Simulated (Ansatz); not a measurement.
# Sc3InB (Pm-3m): relaxing the cell for a phonon run

Task: relax Sc3InB (Pm-3m) tightly.

Main program and level: Ansatz 0.2.0; DFT PBEsol, scalar-relativistic, plane waves, PAW; PAW set soft_1.

## 1. The starting structure

Symmetry: Pm-3m, No. 221, cubic system. Conventional cell: a = 4.560 Å, b = 4.560 Å, c = 4.560 Å, α = 90.00°, β = 90.00°, γ = 90.00°. Nearest to Sc lie 2 B at 2.28 Å and 8 Sc at 3.22 Å and 4 In at 3.22 Å. Nearest to In lie 12 Sc at 3.22 Å. B has 6 Sc at 2.28 Å nearest. Farther neighbours are not listed.

## 2. Probe on a coarse mesh

First a cheap look: the gap decides the mesh and the occupations, the pressure tells how far the cell has to move.

File input.yaml:

```yaml
crystal:
  lattice:
    - [4.56, 0.0, 0.0]
    - [0.0, 4.56, 0.0]
    - [0.0, 0.0, 4.56]
  atoms:
    - { symbol: Sc, position: [0.0, 0.5, 0.5] }
    - { symbol: Sc, position: [0.5, 0.0, 0.5] }
    - { symbol: Sc, position: [0.5, 0.5, 0.0] }
    - { symbol: In, position: [0.0, 0.0, 0.0] }
    - { symbol: B, position: [0.5, 0.5, 0.5] }
kpoints:
  mp_grid: { grid: [4, 4, 4] }
hamiltonian:
  xc: pbesol
  pseudopotentials: { kind: paw, azcp: { folder: soft_1 }, xc_functional: pbe }
scf:
  occupations: { method: gaussian, width: 0.1 }
output:
  forces: true
  stress: true
  eigenvalues: true
```

The run is started by

```console
> ansatz run input.yaml --threads 4 --pin off --max-ram 10240MiB --backend cpu --events-out ev --progress --plain --runs-dir out
```

Numbers of over 12 decimals in the logs are rounded to 6 here.

What it wrote:

```text
Engine: ansatz 0.2.0, aarch64-unknown-linux-gnu
Pseudopotentials: kind: paw
Pseudopotential: Sc, paw, valence charge 11, recommended cutoff 420 eV (normal), soft_1/Sc.paw.azcp
Pseudopotential: In, paw, valence charge 13, recommended cutoff 420 eV (normal), soft_1/In.paw.azcp
Pseudopotential: B, paw, valence charge 3, recommended cutoff 420 eV (normal), soft_1/B.paw.azcp
Functional definition: PBEsol
[...]
k-point 0: bands = [... 21 lower, 10.0895, 10.1440, 10.1440, 10.4745, 10.4745, 10.4745, 13.1571, 13.1571, ... 1 higher]
  k-point 1: bands = [... 21 lower, 9.9471, 10.2173, 10.2173, 10.3497, 10.5718, 10.6132, 12.0675, 12.8870, ... 1 higher]
  k-point 2: bands = [... 21 lower, 9.8608, 9.8608, 9.9551, 9.9551, 10.7862, 11.2318, 12.2046, 12.5888, ... 1 higher]
  k-point 9: bands = [... 21 lower, 7.4937, 9.4636, 9.4636, 9.4636, 12.1106, 12.1106, 12.1106, 12.1689, ... 1 higher]
[key lines of the parts left out:]
SCF converged after 9 iterations
Free energy (F): -12014.260767 eV
Fermi energy:    10.136235 eV
P = ⅓ Tr σ = 4.6073 GPa (46.073 kbar)
```

Wall time 1.2 s (4 threads of Arm Neoverse V2, shared host); peak memory 0.39 GiB.

This step gave:

| Quantity | Value |
| --- | --- |
| pressure | 4.607 GPa |
| volume per atom | 18.96 Å³ |
| gap on the k-mesh | 0 eV |

The coarse mesh shows no gap and a pressure of 4.6 GPa.

## 3. Relaxation

The cell and atoms are relaxed, since residual forces and stress would shift the frequencies.

input.yaml: that of step 2 with these lines changed.

```diff
@@ -12,3 +12,3 @@
 kpoints:
-  mp_grid: { grid: [4, 4, 4] }
+  mp_grid: { grid: [8, 8, 8] }
 hamiltonian:
@@ -22 +22,10 @@
   eigenvalues: true
+  write_density: true
+  write_potential: true
+  elf: true
+  volumetric_format: npy
+relax:
+  adjacent_minimum: "off"
+  f_tol: 0.005
+  max_steps: 80
+  cell: { stress_tol: 0.05 }
```

What it wrote:

```text
[...]
Crystal: 5 atoms, lattice volume = 94.819 Å³
Basis set: ecut = 420 eV, 1863 PW (Γ), exchange–correlation on 64×64×64 points (8 copies of the dense FFT grid, shifted against one another)
Bands: 30, of which v1, the nominal top of the filled ones, is band 25 counted from 1 (24 counted from 0)
Symmetry: 48 space group operations
[...]
k-points: 35 of 512
[...]
SCF iter   1: F=—  HF=-12018.813132 eV  |F-HF|=—  |Δ(HF+E_count)|=         —  Δρ=8.23e-2  dr2=1.80e1  ethr=3.10e-3  ⟨swp⟩=4.7  Hψ=4204  notcnv=0
[...]
SCF iter   8: F=-12014.298403 eV  HF=-12014.298403 eV  |F-HF|=2.31e-8  |Δ(HF+E_count)|=   5.47e-7  Δρ=1.13e-5  dr2=7.86e-8  ethr=2.04e-10  ⟨swp⟩=11.0  Hψ=7434  notcnv=0
SCF 1 converged in 8 iterations: F = -12014.298403 eV  dr2 = 7.86e-8
[...]
relax step   1: F+E_penalty+E_count = -12014.29840281 eV  Δ(F+E_penalty+E_count) = +0.000e0 eV  max|allowed force component| = 2.877e-29 eV/Å  Δτ_max = 0.0000 Å  P = +4.506 GPa  Ω = 94.819 Å³  (8 SCF iters, dr2 threshold 1.00e-7 eV, accepted)
Crystal: 5 atoms, lattice volume = 101.753 Å³
Basis set: ecut = 420 eV, 1935 PW (Γ), exchange–correlation on 64×64×64 points (8 copies of the dense FFT grid, shifted against one another)
[...]
iter 1 solved again at ethr=5.66e-4 eV; its pass at ethr=3.10e-3 eV (dr2=2.77e-1 eV) is discarded
[...]
SCF iter   6: F=-12014.351351 eV  HF=-12014.351352 eV  |F-HF|=2.59e-7  |Δ(HF+E_count)|=   6.70e-7  Δρ=2.02e-5  dr2=4.07e-7  ethr=1.02e-9  ⟨swp⟩=11.2  Hψ=8250  notcnv=0
SCF 2 converged in 6 iterations: F = -12014.351351 eV  dr2 = 4.07e-7
  Residual-converged pass: ⟨swp⟩=1.1  Hψ=1192  notcnv=0  max |occ|·‖R‖ = 7.0e-9 eV (tolerance 1.0e-8 eV)  dr2=4.07e-7  dr2_onsite=1.12e-7  max |Δocc| = 7.7e-11
[...]
relax step   2: F+E_penalty+E_count = -12014.35135147 eV  Δ(F+E_penalty+E_count) = -5.295e-2 eV  max|allowed force component| = 3.852e-30 eV/Å  Δτ_max = 0.0000 Å  P = -1.696 GPa  Ω = 101.753 Å³  energy of the carried Pulay correction = -7.996e-4 eV  (6 SCF iters, dr2 threshold 5.00e-7 eV, accepted)
Crystal: 5 atoms, lattice volume = 99.758 Å³
[...]
SCF iter   5: F=-12014.362977 eV  HF=-12014.362977 eV  |F-HF|=1.32e-7  |Δ(HF+E_count)|=   2.94e-6  Δρ=1.89e-5  dr2=4.79e-7  ethr=1.02e-9  ⟨swp⟩=8.2  Hψ=7106  notcnv=0
SCF 3 converged in 5 iterations: F = -12014.362977 eV  dr2 = 4.79e-7
relax step   3: F+E_penalty+E_count = -12014.36297690 eV  Δ(F+E_penalty+E_count) = -1.163e-2 eV  max|allowed force component| = 1.212e-29 eV/Å  Δτ_max = 0.0000 Å  P = -0.110 GPa  Ω = 99.758 Å³  energy of the carried Pulay correction = -5.754e-4 eV  (5 SCF iters, dr2 threshold 5.00e-7 eV, accepted)
[...]
relax step   4: F+E_penalty+E_count = -12014.36303646 eV  Δ(F+E_penalty+E_count) = -5.957e-5 eV  max|allowed force component| = 7.615e-29 eV/Å  Δτ_max = 0.0000 Å  P = -0.002 GPa  Ω = 99.630 Å³  energy of the carried Pulay correction = -5.608e-4 eV  (5 SCF iters, dr2 threshold 3.00e-8 eV, accepted)
[...]
SCF iter   5: F=-12014.363682 eV  HF=-12014.363682 eV  |F-HF|=1.64e-11  |Δ(HF+E_count)|=  1.78e-10  Δρ=1.87e-7  dr2=2.94e-11  ethr=1.00e-12  ⟨swp⟩=6.4  Hψ=4442  notcnv=0
SCF 5 converged in 5 iterations: F = -12014.363682 eV  dr2 = 2.94e-11
relax step   5: F+E_penalty+E_count = -12014.36368167 eV  Δ(F+E_penalty+E_count) = -6.452e-4 eV  max|allowed force component| = 4.049e-29 eV/Å  Δτ_max = 0.0000 Å  P = +0.004 GPa  Ω = 99.630 Å³  stress off target by 4.08e-3 GPa  SCF on the basis re-selected at this cell (its energy is not comparable with the rows above)  (5 SCF iters)
basis re-selected at this cell: Δ(F+E_penalty+E_count) = -6.452e-4 eV, ΔP = +0.007 GPa vs the last step (what re-selecting the basis moved, of the pressure what is left beyond the Pulay correction that the steps carried, after the strain that the cell walked since its last selection, with what the two solves' SCF thresholds leave and, on support functions, any second-order correction that the steps lacked; it is no m [...]
SCF converged after 5 iterations
Free energy (F): -12014.363682 eV
[...]
Internal energy: -12014.338152 eV  (E = F + TS)
E sigma→0 (E₀):  -12014.350917 eV
Entropy (-TS):   -0.025530 eV (-5.106 meV/atom)
Fermi energy:    9.525483 eV
[...]
--- Stress (GPa, compression-positive) ---
        0.004080      -0.000000      -0.000000
       -0.000000       0.004080      -0.000000
       -0.000000      -0.000000       0.004080
  P = ⅓ Tr σ = 0.0041 GPa (0.041 kbar)
--- Band table (eV; the first three rows and the last of 35) ---
  k-point 0: bands = [... 21 lower, 9.4199, 9.5513, 9.5513, 9.9039, 9.9039, 9.9039, 12.4049, 12.4049, ... 1 higher]
  k-point 1: bands = [... 21 lower, 9.3817, 9.6589, 9.8253, 9.8253, 9.9408, 9.9531, 11.9457, 12.3124, ... 1 higher]
  k-point 2: bands = [... 21 lower, 9.3037, 9.6409, 9.6409, 9.7451, 9.9596, 10.0387, 11.3615, 12.1539, ... 1 higher]
  k-point 34: bands = [... 21 lower, 6.9922, 8.8443, 8.8443, 8.8443, 11.4275, 11.4275, 11.4275, 11.4892, ... 1 higher]
--- Relaxed structure (4 steps of the walk, 4 accepted, 1 SCFs on fresh bases) ---
  F+E_penalty+E_count = -12014.36368167 eV   max|allowed force component| = 4.049e-29 eV/Å   (the final SCF, on the basis selected at the relaxed cell)
  cell:  # Å, volume = 99.6300 Å³
    - [4.635857, 0, 0]
    - [0, 4.635857, 0]
    - [0, 0, 4.635857]
  atoms:
    - { symbol: Sc, position: [0, 0.500000, 0.500000] }
    - { symbol: Sc, position: [0.500000, 0, 0.500000] }
    - { symbol: Sc, position: [0.500000, 0.500000, 0] }
    - { symbol: In, position: [0, 0, 0] }
    - { symbol: B, position: [0.500000, 0.500000, 0.500000] }
```

Run time: 7.4 s. Hardware: 4 threads; peak memory 0.47 GiB; 28 s of CPU time.

The steps of the relaxation:

```csv
step,energy less that of the first step (eV),largest force component (eV/Å),pressure (GPa),volume (Å³)
1,0.0000,0.0000,4.51,94.82
2,-0.0529,0.0000,-1.70,101.75
3,-0.0646,0.0000,-0.11,99.76
4,-0.0646,0.0000,0.00,99.63
5*,-0.0653,0.0000,0.00,99.63
```

Relaxation steps marked * repeat the geometry before them on a plane-wave basis chosen anew for their cell, so energy and pressure can jump there.

Forces are held to the 48 operations that the run works with; a distortion that breaks them can't arise in this run.

```csv
"conventional cell, symmetrised",before,after,change
a (Å),4.560,4.636,+1.7 %
b (Å),4.560,4.636,+1.7 %
c (Å),4.560,4.636,+1.7 %
volume (Å³/atom),18.96,19.93,+5.1 %
```

The relaxed structure:

```cif
data_structure
_symmetry_space_group_name_H-M 'P 1'
_symmetry_Int_Tables_number 1
_cell_length_a 4.6359
_cell_length_b 4.6359
_cell_length_c 4.6359
_cell_angle_alpha 90.000
_cell_angle_beta 90.000
_cell_angle_gamma 90.000
_cell_volume 99.63
loop_
_atom_site_label
_atom_site_type_symbol
_atom_site_fract_x
_atom_site_fract_y
_atom_site_fract_z
_atom_site_occupancy
Sc1 Sc 0.00000 0.50000 0.50000 1
Sc2 Sc 0.50000 0.00000 0.50000 1
Sc3 Sc 0.50000 0.50000 0.00000 1
In4 In 0.00000 0.00000 0.00000 1
B5 B 0.50000 0.50000 0.50000 1
```

Numbers from this step:

- pressure: 0.004080 GPa
- volume per atom: 19.93 Å³

ELF in the ac plane at fractional y = 0.500, with atoms of Sc and B within 0.2 Å of it. It is the smooth field of the valence electrons, not physical close to the nuclei.

Values, 14 rows by 14 columns, each cell a mean:
```
0.40 0.34 0.19 0.06 0.27 0.62 0.48 0.32 0.59 0.53 0.11 0.09 0.26 0.38
0.27 0.24 0.17 0.08 0.12 0.41 0.60 0.62 0.55 0.28 0.07 0.12 0.21 0.26
0.09 0.10 0.13 0.16 0.15 0.18 0.29 0.33 0.24 0.15 0.16 0.15 0.12 0.09
0.14 0.08 0.08 0.26 0.47 0.48 0.43 0.41 0.45 0.49 0.41 0.16 0.07 0.11
0.59 0.44 0.18 0.24 0.65 0.76 0.71 0.67 0.74 0.75 0.49 0.15 0.28 0.53
0.51 0.62 0.43 0.23 0.63 0.71 0.44 0.31 0.57 0.74 0.45 0.24 0.55 0.59
0.11 0.50 0.56 0.24 0.60 0.58 0.13 0.02 0.31 0.67 0.41 0.33 0.62 0.32
0.32 0.58 0.51 0.23 0.62 0.65 0.27 0.13 0.44 0.71 0.43 0.29 0.60 0.48
0.64 0.56 0.28 0.23 0.65 0.76 0.65 0.58 0.71 0.76 0.48 0.18 0.41 0.62
0.33 0.20 0.10 0.26 0.59 0.65 0.62 0.60 0.63 0.65 0.47 0.15 0.12 0.27
0.06 0.06 0.10 0.21 0.26 0.23 0.23 0.24 0.23 0.24 0.26 0.16 0.08 0.06
0.19 0.18 0.16 0.10 0.10 0.28 0.51 0.56 0.43 0.18 0.08 0.13 0.17 0.19
0.36 0.31 0.18 0.06 0.20 0.56 0.58 0.50 0.62 0.44 0.08 0.10 0.24 0.34
0.43 0.36 0.19 0.06 0.33 0.64 0.32 0.11 0.51 0.59 0.14 0.09 0.27 0.40
```
Columns run along a (4.6 Å), rows up along c (4.6 Å). Atoms in or near the plane, at fractional coordinates: Sc at (0.00, 0.50), Sc at (0.50, 0.00), B at (0.50, 0.50).

Electrostatic potential energy in the ac plane at fractional y = 0.500, with atoms of Sc and B within 0.2 Å of it. With pseudopotentials it is smooth inside the atoms' cores, unlike the true potential.

Values in eV, 14 rows by 14 columns, each cell a mean:
```
 13  13  11   7  -4 -25 -43 -46 -37 -16   3   9  12  13
 12  12  11   9   3 -10 -24 -28 -19  -4   6  10  11  12
  9  10  10  10   8   3  -3  -5   0   5   9  10  10   9
  1   4   7  10  10   9   7   6   8  10  11   9   6   3
-19 -11   0   8  10   7   1  -2   4   9  10   5  -4 -16
-41 -30 -11   5   8  -2 -20 -25 -13   4   8   0 -19 -37
-48 -41 -18   2   5 -12 -30 -30 -25  -2   6  -5 -28 -46
-46 -36 -15   4   6  -7 -27 -30 -20   1   7  -3 -24 -43
-29 -19  -4   7   9   5  -7 -12  -2   7   9   3 -10 -25
 -6  -1   5   9  11   9   6   5   8  10  10   8   3  -4
  7   8   9  10   9   7   4   2   5   8  10  10   9   7
 11  11  11   9   5  -4 -15 -18 -11   0   7  10  11  11
 13  12  11   8  -1 -19 -36 -41 -30 -11   4  10  12  13
 13  13  11   7  -6 -29 -46 -48 -41 -19   1   9  12  13
```
Columns run along a (4.6 Å; values clipped at the 3rd and 97th percentile), rows up along c (4.6 Å). Atoms in or near the plane, at fractional coordinates: Sc at (0.00, 0.50), Sc at (0.50, 0.00), B at (0.50, 0.50).

Valence density in the ac plane at fractional y = 0.500, with atoms of Sc and B within 0.2 Å of it. It is the smooth field of the valence electrons, not physical close to the nuclei.

Values in e/Å³, 14 rows by 14 columns, each cell a mean:
```
0.1 0.1 0.1 0.1 0.5 2.5 6.0 7.2 4.6 1.4 0.2 0.1 0.1 0.1
0.1 0.1 0.1 0.1 0.2 1.0 2.6 3.2 1.9 0.6 0.1 0.1 0.1 0.1
0.1 0.1 0.1 0.1 0.2 0.3 0.6 0.7 0.5 0.2 0.1 0.1 0.1 0.1
0.2 0.2 0.1 0.1 0.2 0.3 0.4 0.4 0.3 0.2 0.2 0.1 0.1 0.2
1.7 1.0 0.4 0.2 0.3 0.4 0.5 0.6 0.5 0.4 0.2 0.2 0.6 1.4
5.7 3.5 1.1 0.3 0.4 0.6 0.7 0.7 0.6 0.5 0.3 0.5 1.9 4.6
8.4 5.7 1.9 0.4 0.4 0.6 0.6 0.5 0.7 0.6 0.4 0.7 3.2 7.2
7.2 4.6 1.5 0.4 0.4 0.6 0.7 0.6 0.7 0.5 0.4 0.6 2.6 6.0
3.1 1.8 0.6 0.3 0.3 0.5 0.6 0.6 0.6 0.4 0.3 0.3 1.0 2.5
0.6 0.4 0.2 0.2 0.2 0.3 0.4 0.4 0.4 0.3 0.2 0.2 0.2 0.5
0.1 0.1 0.1 0.1 0.2 0.3 0.4 0.4 0.3 0.2 0.1 0.1 0.1 0.1
0.1 0.1 0.1 0.1 0.2 0.6 1.5 1.9 1.1 0.4 0.1 0.1 0.1 0.1
0.1 0.1 0.1 0.1 0.4 1.8 4.6 5.7 3.5 1.0 0.2 0.1 0.1 0.1
0.1 0.1 0.1 0.1 0.6 3.1 7.2 8.4 5.7 1.7 0.2 0.1 0.1 0.1
```
Columns run along a (4.6 Å), rows up along c (4.6 Å). Atoms in or near the plane, at fractional coordinates: Sc at (0.00, 0.50), Sc at (0.50, 0.00), B at (0.50, 0.50).

In this step the volume went from 18.96 to 19.93 Å³/atom.

## 4. Tight relaxation

Phonons need a cell at rest on their own settings, so the relaxation is repeated with tight tolerances on forces and stress on the k mesh and occupations of the first response run.

input.yaml, the sections that differ from step 3:

```yaml
crystal:
  lattice:
    - [4.6358571236, 0.0, 0.0]
    - [0.0, 4.6358571236, 0.0]
    - [0.0, 0.0, 4.6358571236]
  atoms:
    - { symbol: Sc, position: [0.0, 0.5, 0.5] }
    - { symbol: Sc, position: [0.5, 0.0, 0.5] }
    - { symbol: Sc, position: [0.5, 0.5, 0.0] }
    - { symbol: In, position: [0.0, 0.0, 0.0] }
    - { symbol: B, position: [0.5, 0.5, 0.5] }
scf:
  occupations: { method: methfessel_paxton, width: 0.2 }
output:
  forces: true
  stress: true
  eigenvalues: true
relax:
  adjacent_minimum: "off"
  f_tol: 0.001
  max_steps: 60
  cell: { stress_tol: 0.01 }
# kpoints, hamiltonian: as in step 3
```

What it wrote:

```text
[...]
Crystal: 5 atoms, lattice volume = 99.630 Å³
Basis set: ecut = 420 eV, 1935 PW (Γ), exchange–correlation on 64×64×64 points (8 copies of the dense FFT grid, shifted against one another)
Bands: 30, of which v1, the nominal top of the filled ones, is band 25 counted from 1 (24 counted from 0)
Symmetry: 48 space group operations
[...]
k-points: 35 of 512
[...]
--- Relaxed structure (3 steps of the walk, 3 accepted, 1 SCFs on fresh bases) ---
[...]
cell:  # Å, volume = 99.6563 Å³
    - [4.636265, 0, 0.0]
    - [0, 4.636265, 0]
    - [0.0, 0, 4.636265]
  atoms:
    - { symbol: Sc, position: [0, 0.5, 0.5] }
    - { symbol: Sc, position: [0.5, 0, 0.5] }
    - { symbol: Sc, position: [0.5, 0.5, 0] }
    - { symbol: In, position: [0, 0, 0] }
    - { symbol: B, position: [0.5, 0.5, 0.5] }
[key lines of the parts left out:]
SCF converged after 4 iterations
Free energy (F): -12014.350342 eV
Fermi energy:    9.518949 eV
P = ⅓ Tr σ = -0.0001 GPa (-0.001 kbar)
```

The job ended after 5.4 s (4 threads; peak memory 0.47 GiB).

Little changed from the start: no atom moved by 0.005 Å and no cell edge by 0.1 %.

Numbers from this step:

```
pressure : -7.62e-5 GPa
```

The forces vanish by symmetry and the pressure is 0.000 GPa, within the tolerances set. The cell now holds 19.93 Å³/atom.

## 5. What came out

| Property | Result |
| --- | --- |
| space group after relaxation (within 0.01 Å) | Pm-3m |
| lattice constant a | 4.636 Å |
| lattice constant b | 4.636 Å |
| lattice constant c | 4.636 Å |
| volume per atom | 19.9 Å³ |

**Reading.** The forces vanish by symmetry and the pressure is 0.000 GPa, within the tolerances set. The cell now holds 19.93 Å³/atom. The relaxation keeps the symmetry of its start, so it says nothing on stability against lower symmetry. The runs are without spin polarisation, although the cell has an odd electron count. The PAW files were made for PBE and serve the other functionals too.

[Logs are printed without paths, hosts, clocks, repeated set-up lines and the standing remarks that a program may print on its own settings, such as how far it seeks lower states.]

[Hosts, paths, dates, database ids (printed as entryN), source tags and the programs' standing remarks are cut or masked in the printed files.]
